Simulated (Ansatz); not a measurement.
# La3InB (Pm-3m): a soft mode frozen in, part 2 of 2

Which phase does La3InB (Pm-3m) fall into along its unstable mode, and how much energy does it gain?

Ansatz 0.2.0; DFT PBEsol, scalar-relativistic, plane waves, PAW; PAW set soft_1.

So far, highest frequency on path, mesh or solved points (cm⁻¹): step 2 (the dispersion) 410. Also lowest frequency on the path (cm⁻¹): step 2 -118.

### 6. Relaxation from the frozen mode

Starting from the lowest point found, all atoms and the cell are let go, so that strain and other modes of the same symmetry can join in.

input.yaml

```yaml
crystal:
  lattice:
    - [5.2472787968, 0.0, 0.0]
    - [0.0, 5.2472787968, 0.0]
    - [0.0, 0.0, 5.2472787968]
  atoms:
    - { symbol: La, position: [0.5, -0.0027920653, 0.5] }
    - { symbol: La, position: [0.5, 0.5024199906, 0.0] }
    - { symbol: La, position: [0.0, 0.5024199906, 0.5] }
    - { symbol: In, position: [0.0, 3.43974e-05, 0.0] }
    - { symbol: B, position: [0.5, 0.4733195042, 0.5] }
kpoints:
  mp_grid: { grid: [8, 8, 8] }
hamiltonian:
  xc: pbesol
  pseudopotentials: { kind: paw, azcp: { folder: soft_1 }, xc_functional: pbe }
scf:
  occupations: { method: methfessel_paxton, width: 0.2 }
output:
  forces: true
  stress: true
  eigenvalues: true
  write_density: true
  write_potential: true
  elf: true
  volumetric_format: npy
relax:
  adjacent_minimum: "off"
  f_tol: 0.002
  max_steps: 120
  cell: { stress_tol: 0.03 }
```

Launch:

```bash
ansatz run input.yaml --threads 4 --pin off --max-ram 10240MiB --backend cpu --events-out ev --progress --plain --runs-dir out
```

Log:

```text
[...]
Crystal: 5 atoms, lattice volume = 144.478 Å³
Basis set: ecut = 420 eV, 2801 PW (Γ), exchange–correlation on 72×72×72 points (8 copies of the dense FFT grid, shifted against one another)
Bands: 30, of which v1, the nominal top of the filled ones, is band 25 counted from 1 (24 counted from 0)
Symmetry: 8 space group operations
[...]
k-points: 75 of 512 (time reversal used)
[...]
SCF iter   1: F=—  HF=-24168.926859 eV  |F-HF|=—  |Δ(HF+E_count)|=         —  Δρ=6.97e-2  dr2=2.85e1  ethr=3.10e-3  ⟨swp⟩=4.9  Hψ=10540  notcnv=0
[...]
SCF iter  10: F=-24163.262586 eV  HF=-24163.262586 eV  |F-HF|=4.33e-10  |Δ(HF+E_count)|=   1.83e-8  S|Δr|=    0.00e0  Δρ=9.88e-7  dr2=1.70e-9  ethr=2.04e-10  ⟨swp⟩=15.5  Hψ=19295  notcnv=0
SCF 1 converged in 10 iterations: F = -24163.262586 eV  dr2 = 1.70e-9
[...]
relax step   1: F+E_penalty+E_count = -24163.26258632 eV  Δ(F+E_penalty+E_count) = +0.000e0 eV  max|allowed force component| = 1.626e-1 eV/Å  Δτ_max = 0.0000 Å  P = -0.047 GPa  Ω = 144.478 Å³  (10 SCF iters, dr2 threshold 1.00e-7 eV, accepted)
Crystal: 5 atoms, lattice volume = 143.775 Å³
[...]
iter 1 solved again at ethr=2.34e-4 eV; its pass at ethr=3.10e-3 eV (dr2=1.15e-1 eV) is discarded
[...]
SCF iter   6: F=-24163.231664 eV  HF=-24163.231664 eV  |F-HF|=1.48e-7  |Δ(HF+E_count)|=   1.30e-6  S|Δr|=    0.00e0  Δρ=1.17e-5  dr2=3.30e-7  ethr=1.02e-9  ⟨swp⟩=14.3  Hψ=23296  notcnv=0
SCF 2 converged in 6 iterations: F = -24163.231664 eV  dr2 = 3.30e-7
relax step   2: F+E_penalty+E_count = -24163.23166350 eV  Δ(F+E_penalty+E_count) = +3.092e-2 eV  max|allowed force component| = 6.233e-1 eV/Å  Δτ_max = 0.0955 Å  P = -0.156 GPa  Ω = 143.775 Å³  energy of the carried Pulay correction = +7.064e-5 eV  (6 SCF iters, dr2 threshold 5.00e-7 eV, rejected (line search))
Crystal: 5 atoms, lattice volume = 144.197 Å³
[...]
SCF iter  10: F=-24163.264369 eV  HF=-24163.264369 eV  |F-HF|=7.28e-12  |Δ(HF+E_count)|=  1.46e-11  S|Δr|=    0.00e0  Δρ=5.20e-8  dr2=4.48e-12  ethr=1.00e-12  ⟨swp⟩=10.7  Hψ=14173  notcnv=0
SCF 3 converged in 10 iterations: F = -24163.264369 eV  dr2 = 4.48e-12
relax step   3: F+E_penalty+E_count = -24163.26436915 eV  Δ(F+E_penalty+E_count) = -1.783e-3 eV  max|allowed force component| = 1.705e-2 eV/Å  Δτ_max = 0.0181 Å  P = -0.016 GPa  Ω = 144.197 Å³  energy of the carried Pulay correction = +2.817e-5 eV  (10 SCF iters, accepted)
[...]
relax step   4: F+E_penalty+E_count = -24163.26441069 eV  Δ(F+E_penalty+E_count) = -4.154e-5 eV  max|allowed force component| = 1.558e-2 eV/Å  Δτ_max = 0.0012 Å  P = -0.001 GPa  Ω = 144.162 Å³  energy of the carried Pulay correction = +3.168e-5 eV  (4 SCF iters, dr2 threshold 1.82e-8 eV, accepted)
[...]
relax step   5: F+E_penalty+E_count = -24163.26447514 eV  Δ(F+E_penalty+E_count) = -6.445e-5 eV  max|allowed force component| = 8.232e-3 eV/Å  Δτ_max = 0.0038 Å  P = +0.015 GPa  Ω = 144.135 Å³  energy of the carried Pulay correction = +3.445e-5 eV  (5 SCF iters, dr2 threshold 1.52e-8 eV, accepted)
[...]
relax step   6: F+E_penalty+E_count = -24163.26448142 eV  Δ(F+E_penalty+E_count) = -6.279e-6 eV  max|allowed force component| = 4.242e-3 eV/Å  Δτ_max = 0.0014 Å  P = +0.003 GPa  Ω = 144.173 Å³  energy of the carried Pulay correction = +3.065e-5 eV  (5 SCF iters, dr2 threshold 4.23e-9 eV, accepted)
[...]
relax step   7: F+E_penalty+E_count = -24163.26447884 eV  Δ(F+E_penalty+E_count) = +2.575e-6 eV  max|allowed force component| = 3.382e-3 eV/Å  Δτ_max = 0.0031 Å  P = +0.009 GPa  Ω = 144.163 Å³  energy of the carried Pulay correction = +3.159e-5 eV  (6 SCF iters, dr2 threshold 1.12e-9 eV, rejected (line search))
[...]
relax step   8: F+E_penalty+E_count = -24163.26448516 eV  Δ(F+E_penalty+E_count) = -3.738e-6 eV  max|allowed force component| = 1.374e-4 eV/Å  Δτ_max = 0.0015 Å  P = -0.000 GPa  Ω = 144.186 Å³  energy of the carried Pulay correction = +2.933e-5 eV  (7 SCF iters, accepted)
[...]
SCF iter   1: F=—  HF=-24163.264464 eV  |F-HF|=—  |Δ(HF+E_count)|=         —  Δρ=1.57e-6  dr2=7.42e-10  ethr=2.15e-7  ⟨swp⟩=5.8  Hψ=17715  notcnv=0
eigensolver tolerance schedule: the retry pair's looser diagonalisation over-reported the residual by 141977.28 of it (diagonalisation noise at an unbounded share of the residual, at the tolerance the schedule requests for it); recorded, not acted on — ethr = c·dr2/N_el stays at c = 1.0e-1
SCF iter   2: F=—  HF=-24163.264460 eV  |F-HF|=—  |Δ(HF+E_count)|=   4.63e-6  S|Δr|=    0.00e0  Δρ=7.54e-7  dr2=1.88e-10  ethr=1.51e-12  ⟨swp⟩=4.3  Hψ=6871  notcnv=0
[...]
SCF iter   4: F=-24163.264460 eV  HF=-24163.264460 eV  |F-HF|=0.00e0  |Δ(HF+E_count)|=  4.73e-11  S|Δr|=    0.00e0  Δρ=1.11e-7  dr2=8.91e-12  ethr=1.00e-12  ⟨swp⟩=6.8  Hψ=10937  notcnv=0
SCF 9 converged in 4 iterations: F = -24163.264460 eV  dr2 = 8.91e-12
relax step   9: F+E_penalty+E_count = -24163.26445960 eV  Δ(F+E_penalty+E_count) = +2.556e-5 eV  max|allowed force component| = 1.471e-4 eV/Å  Δτ_max = 0.0000 Å  P = -0.000 GPa  Ω = 144.186 Å³  stress off target by 1.67e-3 GPa  SCF on the basis re-selected at this cell (its energy is not comparable with the rows above)  (4 SCF iters)
basis re-selected at this cell: Δ(F+E_penalty+E_count) = +2.556e-5 eV, ΔP = -0.000 GPa vs the last step (what re-selecting the basis moved, of the pressure what is left beyond the Pulay correction that the steps carried, after the strain that the cell walked since its last selection, with what the two solves' SCF thresholds leave and, on support functions, any second-order correction that the steps lacked; it is no m [...]
SCF converged after 4 iterations
[...]
Free energy (F): -24163.264460 eV
[...]
Internal energy: -24163.264311 eV  (E = F + TS)
E sigma→0 (E₀):  -24163.264422 eV
Entropy (-TS):   -0.000149 eV (-0.030 meV/atom)
Fermi energy:    10.140323 eV
[...]
--- Forces (eV/Å), atoms counted from 1 ---
  atom   1  La     0.00000000     0.00000579     0.00000000
  atom   2  La     0.00000000    -0.00004834     0.00000000
  atom   3  La    -0.00000000    -0.00004834    -0.00000000
  atom   4  In     0.00000000    -0.00005587    -0.00000000
  atom   5  B      0.00000000     0.00014713    -0.00000000
  max |Σ_I F_I| component: 3.72e-7 eV/Å
--- Stress (GPa, compression-positive) ---
        0.000152       0.000000      -0.000000
        0.000000      -0.001671       0.000000
       -0.000000       0.000000       0.000152
  P = ⅓ Tr σ = -0.0005 GPa (-0.005 kbar)
--- Band table (eV; the first three rows and the last of 75) ---
  k-point 0: bands = [... 21 lower, 9.7504, 9.7622, 9.7777, 11.0891, 11.1474, 11.1474, 11.2695, 11.2860, ... 1 higher]
  k-point 1: bands = [... 21 lower, 9.7164, 9.8145, 9.8908, 10.8375, 11.0221, 11.0491, 11.1458, 11.3201, ... 1 higher]
  k-point 2: bands = [... 21 lower, 9.7542, 9.8851, 10.1065, 10.2741, 10.7967, 10.8272, 11.2079, 11.5357, ... 1 higher]
  k-point 74: bands = [... 21 lower, 7.7528, 10.5985, 10.5992, 10.5992, 11.7767, 11.8052, 11.8052, 11.9434, ... 1 higher]
--- Relaxed structure (8 steps of the walk, 6 accepted, 1 SCFs on fresh bases) ---
  F+E_penalty+E_count = -24163.26445960 eV   max|allowed force component| = 1.471e-4 eV/Å   (the final SCF, on the basis selected at the relaxed cell)
  cell:  # Å, volume = 144.1858 Å³
    - [5.241622, 0, 0]
    - [0, 5.247967, 0.0]
    - [0, 0.0, 5.241622]
  atoms:
    - { symbol: La, position: [0.5, -0.00595438, 0.5] }
    - { symbol: La, position: [0.5, 0.503998, 0] }
    - { symbol: La, position: [0, 0.503998, 0.5] }
    - { symbol: In, position: [0, -6.812366e-5, 0.0] }
    - { symbol: B, position: [0.5, 0.473429, 0.5] }
```

Elapsed: 57 s, on 4 threads of AMD EPYC 9B14 (Zen 4), shared host; peak memory 0.7 GiB; 3.7 min of CPU time.

The steps of the relaxation:

```tsv
step	energy less that of the first step (eV)	largest force component (eV/Å)	pressure (GPa)	volume (Å³)
1	0.0000	0.1626	-0.05	144.48
2	0.0309	0.6233	-0.16	143.78
3	-0.0018	0.0171	-0.02	144.20
4	-0.0018	0.0156	0.00	144.16
5	-0.0019	0.0082	0.02	144.13
6	-0.0019	0.0042	0.00	144.17
7	-0.0019	0.0034	0.01	144.16
8	-0.0019	0.0001	0.00	144.19
9*	-0.0019	0.0001	0.00	144.19
```

Relaxation steps marked * repeat the geometry before them on a plane-wave basis chosen anew for their cell, so energy and pressure can jump there. Relaxation steps 2, 7 were tried and not accepted.

The run keeps the 8 symmetry operations that the program found, so distortions that break them were not tested.

```tsv
conventional cell, symmetrised	before	after	change
a (Å)	5.247	5.242	-0.1 %
b (Å)	5.247	5.242	-0.1 %
c (Å)	5.247	5.248	+0.0 %
volume (Å³/atom)	28.90	28.84	-0.2 %
```

The atoms that moved most (Å, as changes of fractional coordinates times the final cell):

```tsv
atom	dx	dy	dz	length
La1	0.000	-0.017	0.000	0.017
La2	0.000	0.008	0.000	0.008
La3	0.000	0.008	0.000	0.008
```

This step gave:

```
pressure        : -4.55e-4 GPa
volume per atom : 28.84 Å³
```

Electrostatic potential energy in the ac plane at fractional y = 0.473, with atoms of La and B within 0.2 Å of it. With pseudopotentials it is smooth inside the atoms' cores, unlike the true potential.

Values in eV, 14 rows by 14 columns, each cell a mean:
```
 13  13  11   7  -6 -27 -24 -18 -29 -18   2  10  12  13
 12  12  11   9   2 -14 -27 -29 -22  -6   6  10  12  12
  9  10  10  10   8   2  -4  -6  -1   5   9  10  10  10
  1   4   7  10  11   9   7   7   8  10  11   9   6   2
-21 -13   0   8  11  10   6   4   8  11  10   5  -6 -18
-26 -29 -12   5   9   3 -15 -20  -6   8   8  -1 -22 -29
 -8 -28 -19   2   8  -6 -29 -31 -20   4   7  -6 -29 -18
-17 -29 -17   3   8  -2 -24 -29 -15   6   7  -4 -27 -24
-28 -22  -5   7  10   7  -2  -6   3  10   9   2 -14 -27
 -8  -2   5   9  11  10   8   8   9  11  11   8   2  -6
  6   8   9  10   9   7   3   2   5   8  10  10   9   7
 11  11  11   9   5  -5 -17 -19 -12   0   7  10  11  11
 13  13  11   8  -2 -22 -29 -28 -29 -13   4  10  12  13
 13  13  11   6  -8 -28 -17  -8 -26 -21   1   9  12  13
```
Columns run along a (5.2 Å; values clipped at the 3rd and 97th percentile), rows up along c (5.2 Å). Atoms in or near the plane, at fractional coordinates: La at (0.50, 0.00), La at (0.00, 0.50), B at (0.50, 0.50).

ELF in the ac plane at fractional y = 0.473, with atoms of La and B within 0.2 Å of it. It is the smooth field of the valence electrons, not physical close to the nuclei.

Ten even steps from '_' (0.07) to '@' (0.80), each cell a mean:
```
==::__..##@@++--%%@@==__..--
....____==@@@@@@@@##::____..
________..==****++::________
++--..__::----------..__::==
@@@@++::++%%%%%%%%##--::##@@
**@@%%--**@@**++%%%%--++@@%%
..##@@==**%%::__++%%--**@@--
--%%@@--**%%==::**%%--**@@++
@@@@##::++@@%%%%@@%%--==@@@@
%%**::..--++******++::..==##
::..____..::--==--::______..
________::##@@@@%%++..______
--::__..**@@%%##@@@@--__..::
==--__::%%@@--..**@@++__..==
```
Columns run along a (5.2 Å), rows up along c (5.2 Å). Atoms in or near the plane, at fractional coordinates: La at (0.50, 0.00), La at (0.00, 0.50), B at (0.50, 0.50).

Valence density in the ac plane at fractional y = 0.473, with atoms of La and B within 0.2 Å of it. It is the smooth field of the valence electrons, not physical close to the nuclei.

Ten even steps from '_' (0.1 e/Å³) to '@' (1.8 e/Å³), each cell a mean:
```
________--##@@@@@@++..______
________..==##%%**--________
__________..----::..________
....______........________..
**==::____..::::....__..--++
@@%%==....::----::....::**@@
@@@@**::..::--::--::..--%%@@
@@@@++::..::------::..--##@@
%%**--......::::::......==##
--::..____........______..--
__________..::::..__________
________..--++**==::________
________::**@@@@%%==..______
________--%%@@@@@@**..______
```
Columns run along a (5.2 Å), rows up along c (5.2 Å). Atoms in or near the plane, at fractional coordinates: La at (0.50, 0.00), La at (0.00, 0.50), B at (0.50, 0.50).

The distorted start has space group P4mm; the relaxation ends in P4mm.

### 7. The new phase in its own primitive cell

The relaxed structure is symmetrised, reduced to its primitive cell and relaxed tightly, as its phonons need.

input.yaml, the sections that differ from step 6:

```yaml
crystal:
  lattice:
    - [5.24162217, 0.0, 0.0]
    - [0.0, 5.24162217, 0.0]
    - [0.0, 0.0, 5.2479669917]
  atoms:
    - { symbol: La, position: [0.5, 0.5, 0.0059543773] }
    - { symbol: La, position: [0.5, 0.0, 0.4960023329] }
    - { symbol: La, position: [0.0, 0.5, 0.4960023329] }
    - { symbol: In, position: [0.0, 0.0, 6.81237e-05] }
    - { symbol: B, position: [0.5, 0.5, 0.5265710158] }
output:
  forces: true
  stress: true
  eigenvalues: true
relax:
  adjacent_minimum: "off"
  f_tol: 0.001
  max_steps: 60
  cell: { stress_tol: 0.01 }
# kpoints, hamiltonian, scf: as in step 6
```

Log:

```text
[...]
Crystal: 5 atoms, lattice volume = 144.186 Å³
Basis set: ecut = 420 eV, 2801 PW (Γ), exchange–correlation on 72×72×72 points (8 copies of the dense FFT grid, shifted against one another)
Bands: 30, of which v1, the nominal top of the filled ones, is band 25 counted from 1 (24 counted from 0)
Symmetry: 8 space group operations
[...]
k-points: 75 of 512 (time reversal used)
[...]
--- Relaxed structure (1 steps of the walk, 1 accepted, 1 SCFs on fresh bases) ---
[...]
cell:  # Å, volume = 144.1858 Å³
    - [5.24162217, 0.0, 0.0]
    - [0.0, 5.24162217, 0.0]
    - [0.0, 0.0, 5.2479669917]
  atoms:
    - { symbol: La, position: [0.5, 0.5, 0.00595438] }
    - { symbol: La, position: [0.5, 0.0, 0.496002] }
    - { symbol: La, position: [0.0, 0.5, 0.496002] }
    - { symbol: In, position: [0.0, 0.0, 6.812370e-5] }
    - { symbol: B, position: [0.5, 0.5, 0.526571] }
[key lines of the parts left out:]
SCF converged after 6 iterations
Free energy (F): -24163.264460 eV
Fermi energy:    10.140322 eV
P = ⅓ Tr σ = -0.0005 GPa (-0.005 kbar)
```

Run time: 13 s. Hardware: 4 threads; peak memory 0.68 GiB.

Little changed from the start: no atom moved by 0.005 Å and no cell edge by 0.1 %.

This step gave:

| Quantity | Value |
| --- | --- |
| pressure | -4.58e-4 GPa |

The largest force component left is 0.15 meV/Å and the pressure is 0.000 GPa, within the tolerances set. The cell now holds 28.84 Å³/atom.

### 8. Modes of the new phase

A relaxed structure may still be a saddle point, so its zone-centre modes are computed. No field response is asked, since the mesh shows no gap.

Changes to input.yaml since step 7:

```diff
@@ -19,9 +19,4 @@
 output:
-  forces: true
-  stress: true
   eigenvalues: true
-relax:
-  adjacent_minimum: "off"
-  f_tol: 0.001
-  max_steps: 60
-  cell: { stress_tol: 0.01 }
+phonons:
+  method: dfpt
```

Log:

```text
zone centre: on kpoints.mp_grid the ground state, and the responses unless they are solved on pairs of k-points, stand on 125 of the mesh's 512 k-points, reduced under 4 symmetry operations, with k and −k counted as one. Each operation leaves every solved displacement unchanged or reverses it
[...]
Crystal: 5 atoms, lattice volume = 144.186 Å³
Basis set: ecut = 420 eV, 2801 PW (Γ), exchange–correlation on 72×72×72 points (8 copies of the dense FFT grid, shifted against one another)
Bands: 30, of which v1, the nominal top of the filled ones, is band 25 counted from 1 (24 counted from 0)
Symmetry: 8 space group operations
k-points: 125 of 512 (irreducible under 4 space group operations, time reversal used)
[...]
SCF iter   1: F=—  HF=-24168.921929 eV  |F-HF|=—  |Δ(HF+E_count)|=         —  Δρ=6.98e-2  dr2=2.85e1  ethr=3.10e-3  ⟨swp⟩=4.8  Hψ=17581  notcnv=0
[...]
SCF iter  12: F=-24163.264460 eV  HF=-24163.264460 eV  |F-HF|=3.64e-12  |Δ(HF+E_count)|=  3.64e-11  S|Δr|=    0.00e0  Δρ=8.33e-8  dr2=8.51e-12  ethr=1.00e-12  ⟨swp⟩=15.6  Hψ=30097  notcnv=0
SCF 1 converged in 12 iterations: F = -24163.264460 eV  dr2 = 8.51e-12
[...]
DFPT response loops at Γ: preconditioner auto → Kerker (q_TF=auto, 2.279 Å⁻¹) (partly filled bands, converged f_vac=0.000); β = 1.00, the filter's whole step (`scf.mixing.beta` (0.50) is not read by the response loops under this deck's `scf.mixing.preconditioner`; to damp them name `kerker` or `kerker_dos`, under which they read `scf.mixing.beta`, and type it under 1.00, their step now; both keys bind the ground state too); Broyden in place of MSR1
SCF converged after 12 iterations
[...]
Free energy (F): -24163.264460 eV
[...]
Internal energy: -24163.264311 eV  (E = F + TS)
E sigma→0 (E₀):  -24163.264422 eV
Entropy (-TS):   -0.000149 eV (-0.030 meV/atom)
Fermi energy:    10.140323 eV
[...]
--- Band table (eV; the first three rows and the last of 125) ---
  k-point 0: bands = [... 21 lower, 9.7504, 9.7622, 9.7777, 11.0891, 11.1474, 11.1474, 11.2696, 11.2860, ... 6 higher]
  k-point 1: bands = [... 21 lower, 9.7246, 9.8118, 9.8978, 10.7651, 11.0336, 11.0336, 11.1486, 11.3560, ... 6 higher]
  k-point 2: bands = [... 21 lower, 9.7627, 9.9019, 9.9473, 10.2790, 10.7900, 10.7900, 11.2100, 11.5730, ... 6 higher]
  k-point 124: bands = [... 21 lower, 7.7528, 10.5985, 10.5992, 10.5992, 11.7767, 11.8052, 11.8052, 11.9434, ... 6 higher]
--- Phonons (Γ-DFPT): 9 representative perturbations + reference, on 125 of 512 k-points (Σ response iterations 29) ---
  k mesh reduced under 4 symmetry operations, with k and −k counted as one. Each operation leaves every solved displacement unchanged or reverses it
  ASR residual: 4.517e-5 → 0.000e0 eV/Å²; symmetrization residual: 3.893e-6 eV/Å²
  ASR residual per site (eV/Å²): 3.98e-5 2.46e-5 2.46e-5 3.36e-5 4.52e-5
[...]
non-analytic LO–TO correction: not included (Born effective charges unavailable; polar crystals: no LO–TO splitting at Γ)
```

The job ended after 2.1 min (4 threads; peak memory 2.7 GiB).

Read from the output:

```yaml
sum_rule_residual_before_enforcement: 4.52e-5 eV/Å²
point_group: 4mm
highest_optical_mode_at_the_zone_centre_no_lo_to_term: 264.1 cm⁻¹
lowest_optical_zone_centre_mode: -59.22 cm⁻¹
```

Patterns of degenerate modes are one choice out of their space. Modes at Γ, with each element's share of the kinetic energy (negative means imaginary):

```tsv
mode	frequency (cm⁻¹)	symmetry	La %	In %	B %
1	-59.2	E	84	0	16
2	-59.2	E	84	0	16
3	-36.5	E	64	0	36
4	-36.5	E	64	0	36
5	-32.0	B1	100	0	0
6	0.0	acoustic	77	21	2
7	0.0	acoustic	77	21	2
8	0.0	acoustic	77	21	2
9	67.2	A1	21	79	0
10	67.4	E	21	79	0
11	67.4	E	21	79	0
12	98.8	A1	88	0	12
13	182.2	E	54	0	46
14	182.2	E	54	0	46
15	264.1	A1	14	0	86
```

Displacements in mode 2 (-59.2 cm⁻¹), the largest set to 1:
```
La1 -0.30  0.01  0.00
La2  0.54  0.00  0.00
La3 -0.17 -0.01  0.00
In4  0.00  0.00  0.00
B5  -1.00  0.03  0.00
```

Displacements in mode 9 (67.2 cm⁻¹), the largest set to 1:
```
La1  0.00  0.00 -0.23
La2  0.00  0.00 -0.29
La3  0.00  0.00 -0.29
In4  0.00  0.00  1.00
B5   0.00  0.00 -0.22
```

Before it was imposed, the acoustic sum rule was missed by 4.5e-5 eV/Å². Small misses are needed for a sound result but don't prove that mesh and cutoff are converged. The lowest optical mode is imaginary, 59.2i cm⁻¹, so the energy falls along it.

### 9. Outcome

```json
{
 "unstable mode of the parent": "q = (0, 0, 0), 118i cm⁻¹",
 "depth at the lowest point sampled": "0.683 meV/atom",
 "largest atomic shift at that point": "0.14 Å",
 "space group reached": "P4mm",
 "energy gained over the parent (first relaxation, on the mesh of the frozen mode)": "1.06 meV/atom",
 "volume per atom, phase reached": "28.8 Å³",
 "lowest optical zone-centre mode, phase reached": "-59.2 cm⁻¹",
 "highest optical mode at the zone centre (no LO-TO term), phase reached": "264 cm⁻¹"
}
```

Along this mode the structure falls into P4mm, 1.06 meV/atom below the parent. At the parent's cell the well is 0.683 meV/atom deep on the steps tried, with its lowest point at a shift of 0.14 Å. Relaxing atoms and cell changes the gain by +0.38 meV/atom against the lowest step (energies at zero smearing). The new phase still has an imaginary mode at the zone centre of its cell, so it is a saddle point on the way to a lower structure. So shallow a well is near the error of the k mesh. Of the 6 patterns followed from this parent, this one ends 13.0 meV/atom above the lowest, P-4m2. Differences under 1.0 meV/atom are within the error of comparing unlike cells and meshes, so the order among close phases is not settled. Each path keeps the symmetry of its pattern, so a lower phase may lie along a pattern not tried. With no gap, or one that is small against the smearing, the frequencies hang on the k mesh and the smearing, most of all near Kohn anomalies. The phonon runs are without spin polarisation, although the cell has an odd electron count. Spin-orbit coupling is left out, which can matter for the heavy elements here. The PAW files were made for PBE and serve the other functionals too.

[Long decimals in the printed logs are rounded to 6 places.]

[Logs are printed without paths, hosts, clocks, repeated set-up lines and the standing remarks that a program may print on its own settings, such as how far it seeks lower states.]

[Hosts, paths, dates, database ids (printed as entryN), source tags and the programs' standing remarks are cut or masked in the printed files.]

[Where the starting crystal was built by hand or by swapping elements, it need not be the compound's stable phase.]
